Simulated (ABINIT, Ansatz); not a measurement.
# LaBiS2O (P4/nmm): changed settings of a GW run in ABINIT

Aim: change inputs of a GW run on LaBiS2O (P4/nmm) and see what moves.

Main program and level: ABINIT 10.8.3; PBEsol and many-body steps on it, plane waves.

Report form: the programs' logs are mostly left out.

**1. Starting point**

It takes space group P4/nmm (No. 129, tetragonal). The conventional cell has a = 4.055 Å, b = 4.055 Å, c = 14.173 Å, α = 90.00°, β = 90.00°, γ = 90.00°. La has 4 O at 2.38 Å and 4 S at 3.21 Å nearest. Nearest to Bi lie 5 S at 2.52 to 2.88 Å. Nearest to S lie 4 Bi at 2.88 Å. Nearest to S lie 1 Bi at 2.52 Å and 4 La at 3.21 Å. O has 4 La at 2.38 Å nearest. Farther neighbours and most contacts between anions are not listed.

The cell and positions are those that the Materials Project relaxed with its own functionals (PBE, PBE+U or r2SCAN), kept fixed. Spin-orbit coupling is left out unless a step names it.

**2. Screening, 4×4×1 mesh, 120 bands, screening to 98 eV**

This step: ABINIT 10.8.3; RPA screening on PBEsol, plane waves, norm-conserving pseudopotentials.

The RPA dielectric matrix is built and inverted for each q.

File run.abi:

```
acell 3*1.0 Angstrom
rprim 
  4.055497000000 0.000000000000 0.000000000000
  0.000000000000 4.055497000000 0.000000000000
  0.000000000000 0.000000000000 14.173265000000
ntypat 4
znucl 57 83 16 8
natom 10
typat 1 1 2 2 3 3 3 3 4 4
xred 
  0.500000000000 0.000000000000 0.587742000000
  0.000000000000 0.500000000000 0.412258000000
  0.000000000000 0.500000000000 0.867775000000
  0.500000000000 0.000000000000 0.132225000000
  0.500000000000 0.000000000000 0.890020000000
  0.000000000000 0.500000000000 0.109980000000
  0.000000000000 0.500000000000 0.690201000000
  0.500000000000 0.000000000000 0.309799000000
  0.000000000000 0.000000000000 0.500000000000
  0.500000000000 0.500000000000 0.500000000000
pp_dirpath "pseudos"
pseudos "La.upf, Bi.upf, S.upf, O.upf"
ecut 50
ngkpt 4 4 1
nshiftk 1
shiftk 0 0 0
kptopt 1
chksymbreak 0
istwfk *1
occopt 1
irdwfk 1
optdriver 3
nband 120
ecuteps 3.6
inclvkb 2
awtr 1
symchi 1
indata_prefix "in"
outdata_prefix "out"
tmpdata_prefix "tmp"
```

Run with:

```
$ OMP_NUM_THREADS=1 mpirun -n 4 abinit run.abi > log
```

It took 4.8 min on 4 MPI ranks of Arm Neoverse V2, shared host; peak memory 6 GiB; 19 min of CPU time.

This step gave:

```
ε∞ with local fields, on this mesh, along the program's q direction : 25.01
the same without local fields                                       : 27.40
plasma frequency                                                    : 22.82 eV
plane waves in the screening matrix                                 : 523
```

Local fields lower ε∞ by 9 %. On a Γ-centred mesh this coarse the value itself is usually too large, while a short band sum pulls it down.

**3. Base**

The self-energy is evaluated for the states that the input lists, and the levels follow from it, in one-shot runs by the linearised quasiparticle equation.

This step: G0W0 on PBEsol, plane waves, norm-conserving pseudopotentials.

run.abi: that of step 2 with these lines changed.

```diff
@@ -31,8 +31,17 @@
 irdwfk 1
-optdriver 3
+optdriver 4
 nband 120
+gwcalctyp 0
+ecutsigx 50
+symsigma 1
+nkptgw 2
+kptgw 
+  0.5000000000 0.0000000000 0.0000000000
+  0.0000000000 0.0000000000 0.0000000000
+bdgw 
+  43 46
+  43 46
 ecuteps 3.6
-inclvkb 2
-awtr 1
-symchi 1
+irdscr 1
+ppmodel 1
 indata_prefix "in"
```

The job ended after 34 s (4 MPI ranks; peak memory 3.7 GiB).

This step gave:

```
G0W0 gap on the points computed              : 0.9960 eV
starting gap on the mesh                     : 0.8512 eV
k of the valence top                         : 0.5, 0, 0
k of the conduction bottom                   : 0.5, 0, 0
Z at the valence top                         : 0.78
Z at the conduction bottom                   : 0.799
least direct G0W0 gap on the computed points : 0.9960 eV
```

The gap on the mesh goes from 0.85 eV to 1.00 eV, a correction of +0.14 eV.

**4. Scissors in G**

run.abi: that of step 3 with these lines changed.

```diff
@@ -46,2 +46,3 @@
 ppmodel 1
+mbpt_sciss 1.0 eV
 indata_prefix "in"
```

Elapsed: 34 s, on 4 MPI ranks; peak memory 3.7 GiB.

This step gave:

```yaml
g0w0_gap_on_the_points_computed: 1.082 eV
starting_gap_on_the_mesh: 0.8512 eV
k_of_the_valence_top: 0.5, 0, 0
k_of_the_conduction_bottom: 0.5, 0, 0
z_at_the_valence_top: 0.784
z_at_the_conduction_bottom: 0.803
least_direct_g0w0_gap_on_the_computed_points: 1.082 eV
```

**5. Screening cutoff above the file's**

run.abi: that of step 4 with these lines changed.

```diff
@@ -43,6 +43,5 @@
   43 46
-ecuteps 3.6
+ecuteps 14.4
 irdscr 1
 ppmodel 1
-mbpt_sciss 1.0 eV
 indata_prefix "in"
@@ -50 +49,2 @@
 tmpdata_prefix "tmp"
+gwmem 10
```

Wall time 34 s (4 MPI ranks); peak memory 1.7 GiB; 2.3 min of CPU time.

The run ended normally, though the input holds a fault or crude settings.

The fault put into this input: screening cutoff above the file's. It printed a gap of 1.00 eV, the value of the sound run: the program fell back on what its files hold, so an unchanged gap is no proof of convergence.

**6. The runs together**

Times are wall times on 4 MPI ranks of Arm Neoverse V2, shared host, good to a factor of about two. A run's time includes the screening step that it read.

| run | mesh | bands | screening cutoff (eV) | DFT gap (eV) | gap on the mesh (eV) | direct (eV) | ε∞ used | time |
| --- | --- | --- | --- | --- | --- | --- | --- | --- |
| base | 4×4×1 | 120 | 98 | 0.851 | 0.996 | 0.996 | 25.01 | 5.4 min |
| scissors in G | 4×4×1 | 120 | 98 | 0.851 | 1.082 | 1.082 | 25.01 | 5.4 min |

**7. Results**

- base: 0.996 eV
- scissors in G: 1.082 eV
- known limits: not at the basis limit; exchange with frozen shells missing; mesh may overstate the screening; no spin-orbit coupling; coarse k mesh

Scissors in G: +0.086 eV against base (keys changed: mbpt_sciss). Bands and cutoff are finite, so the gap is not at the basis limit. The miss can reach some tenths of an eV and take either sign; the mesh is an error of its own. In the G0W0 runs levels were corrected at 2 k points alone, so a gap called «on the mesh» is the least over those, and an edge elsewhere would be missed. The 4×4×1 mesh is coarse for this cell, which bears on the long-range parts of exchange and screening. Where an edge is built on 6p states of lead, bismuth or thallium, scalar-relativistic gaps usually stand too wide, by a few tenths to over one eV. The norm-conserving file of at least one element keeps a d shell over frozen s and p shells of the same row. Exchange with those shells is missing from the self-energy, an error of 0.3 to 0.9 eV in cases checked, whose sign depends on which edge lies on those atoms. For the PBEsol start: The RPA ε∞ on this mesh reaches over 25; with a narrow direct gap a coarse mesh can overstate it, and the correction is then too small. The many-body steps are scalar-relativistic: spin-orbit coupling is not in them.

[Paths, hosts, dates, memory and timing lines, banners, echoed tables and standing remarks are left out of the program output.]

[Logs are printed without paths, hosts, clocks, repeated set-up lines and the standing remarks that a program may print on its own settings, such as how far it seeks lower states.]

[Runs of the session that timed out or met a known fault of the program may be left out.]

[Hosts, paths, dates, database ids (printed as entryN), source tags and the programs' standing remarks are cut or masked in the printed files.]

[G0W0 gaps are taken among the corrected bands and points alone; a level outside them can change the order at an edge.]

[Where Ansatz stands beside ABINIT at settings called matched, ABINIT's density can come from a denser mesh and the files from another edition; pairs whose starting gaps differed by over 0.03 eV were left out, so agreement reads better than it is.]
